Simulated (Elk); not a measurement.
**Energy mapping worked by hand: MnZn**

Aim: get Heisenberg couplings of MnZn from the energies of collinear orders, with pencil and paper, and test them on an order left out of the fit.

Program: Elk 11.2.3 (patched build). Level of theory: PBEsol; all-electron APW+lo, Dirac cores, scalar-relativistic bands. Results are calculated unless marked as measured.

## Step 1: The starting structure

Symmetry: Pm-3m, No. 221, cubic system. Conventional cell: a = 3.070 Å, b = 3.070 Å, c = 3.070 Å, α = 90.00°, β = 90.00°, γ = 90.00°. Mn has 8 Zn at 2.66 Å nearest. Nearest to Zn lie 8 Mn at 2.66 Å. Farther neighbours are not listed.

## Step 2: The parallel order

All energies count from this run.

The last three numbers of an atom's line are a seed field in its sphere. It points against the wanted moment and shrinks by the factor reducebf each loop.

The input, elk.in:

```
tasks
  0
  33
  73

xctype
  22

rgkmax
  7.0

nempty
  14

swidth
  0.003

reducebf
  0.5

epsengy
  1e-05

maxscl
  100

lmaxi
  3

stype
  0

mixtype
  3

mixsdb
  8

spinpol
  .true.

sppath
  './'

avec
  5.80145920260 0.00000000000 0.00000000000
  0.00000000000 5.80145920260 0.00000000000
  0.00000000000 0.00000000000 5.80145920260

atoms
  2
  'Mn.in'
  1
  0.0000000000 0.0000000000 0.0000000000   0.000000 0.000000 -0.105000
  'Zn.in'
  1
  0.5000000000 0.5000000000 0.5000000000   0.000000 0.000000 0.000000

ngridk
  8 8 8

plot3d
  0 0 0
  1 0 0
  0 1 0
  0 0 1
  16 16 16
```

Command:

```
> OMP_NUM_THREADS=2 elk
```

Numbers of over 12 decimals in the logs are rounded to 6 here.

The log of the run:

```text
┌─────────────────────────┐
│ Elk code version 11.2.3 │
└─────────────────────────┘

All units are atomic (Hartree, Bohr, etc.)

┌─────────────────────────────────────────────────┐
│ Ground-state run starting from atomic densities │
└─────────────────────────────────────────────────┘

Lattice vectors :
   5.801459203       0.000000000       0.000000000
   0.000000000       5.801459203       0.000000000
   0.000000000       0.000000000       5.801459203

Species : 1 (Mn)
 muffin-tin radius :    2.400000000
[...]
total in muffin-tins        :    52.76043680
 total calculated charge     :    54.99980279
 total charge                :    55.00000000
 error                       :   0.1972066936E-03

Moments :
 interstitial                :   0.3570837614E-01
 muffin-tins
  species : 1 (Mn)
   atom 1                    :    3.244398332
  species : 2 (Zn)
   atom 1                    :  -0.7968178847E-01
 total in muffin-tins        :    3.164716543
 total moment                :    3.200424920

┌──────────────────────────────┐
│ Self-consistent loop stopped │
└──────────────────────────────┘

Wrote STATE.OUT

[key lines of the parts left out:]
total energy                :     -2952.2440928795
```

The job ended after 75 s (2 threads of Arm Neoverse V2, shared host; peak memory 0.13 GiB; 2.4 min of CPU time).

Spin moment in the muffin-tin sphere by atom:

| atom | spin moment in the muffin-tin sphere (μB) |
| --- | --- |
| Mn1 | 3.24 |
| Zn2 | -0.08 |

Read from the output:

| Property | Result |
| --- | --- |
| density of states at the Fermi level | 1.112 states/eV/cell |
| moment between the spheres | 0.03571 μB |
| magnetization | 3.200 μB |
| final state | ferromagnetic |

After 22 cycles the largest moment stands at 3.24 μB.

## Step 3: The orders used for the fit

The other orders were run with the same settings, on meshes that hold the same points. Free energies (smearing 0.0816 eV, its entropy term included) are divided by the number of Mn atoms; q is in fractions of the reciprocal vectors of the first run's cell.

| order | atoms | mesh | free energy (eV) | eV per Mn | largest moment (μB) |
| --- | --- | --- | --- | --- | --- |
| F + | 2 | 8×8×8 | -80334.6543 | -80334.6543 | 3.24 |
| AF q=(0,1/2,1/2) +- | 4 | 8×4×8 | -160668.9576 | -80334.4788 | 3.38 |
| AF q=(1/2,1/2,1/2) +- | 4 | 4×8×8 | -160669.4103 | -80334.7052 | 3.48 |

## Step 4: Counting neighbours

With E = −Σ J e_i·e_j over ordered pairs of unit vectors, turning a neighbour from parallel to opposed costs 2J a Mn atom. So an order lies 2 Σ n J over the parallel one, n being the opposed neighbours in each shell.

| shell | distance (Å) | neighbours | opposed in AF q=(0,1/2,1/2) +- | opposed in AF q=(1/2,1/2,1/2) +- | opposed in AF q=(0,0,1/2) +- |
| --- | --- | --- | --- | --- | --- |
| J1 | 3.07 | 6 | 4 | 6 | 2 |
| J2 | 4.34 | 12 | 8 | 0 | 8 |
| J3 | 5.32 | 8 | 0 | 8 | 8 |

Only J1 and J2 are kept.

## Step 5: Solving

```
2 × 4 × J1 + 2 × 8 × J2 = +175.51 meV    (AF q=(0,1/2,1/2) +-)
2 × 6 × J1 = -50.86 meV    (AF q=(1/2,1/2,1/2) +-)
J1 = -4.24 meV
J2 = +13.09 meV
```

## Step 6: The test

The couplings now give the orders that were left out:

```
2 × 2 × (-4.24) + 2 × 8 × (+13.09) = +192.48 meV    (AF q=(0,0,1/2) +-)
```

The runs themselves:

| order | atoms | mesh | free energy (eV) | eV per Mn | largest moment (μB) | over the parallel order (meV) | foretold (meV) |
| --- | --- | --- | --- | --- | --- | --- | --- |
| AF q=(0,0,1/2) +- | 4 | 8×8×4 | -160669.1812 | -80334.5906 | 3.40 | +63.71 | +192.48 |

## Step 7: Summary of results

* J1 (Mn–Mn at 3.07 Å): -4.24 meV
* J2 (Mn–Mn at 4.34 Å): 13.1 meV
* largest miss on the orders left out: 129 meV

**Reading.** The model misses the order left out by 129 meV, 57 % of the span of the orders, so it fails: these couplings alone don't describe the crystal. The first dropped shell that the test feels is J3 at 5.32 Å. The site moments spread by 6.7 % over the orders. In a metal couplings reach far, and the mesh was not tested. The couplings are effective ones: further shells with opposed neighbours are folded into them or show in the miss. No mean-field temperature is given: it needs a model that holds, an unfrustrated order and couplings in all three dimensions. The smearing is not Fermi–Dirac, so its width is no temperature.

[Logs and program files are shortened in this print: banners, set-up blocks, solver, clock and traceback lines can be left out without a mark of their own.]

[Logs are printed without paths, hosts, clocks, repeated set-up lines and the standing remarks that a program may print on its own settings, such as how far it seeks lower states.]

[Hosts, paths, dates, database ids (printed as entryN), source tags and the programs' standing remarks are cut or masked in the printed files.]

[Where a cell is said to come from a database of computed structures, the database is the Materials Project.]
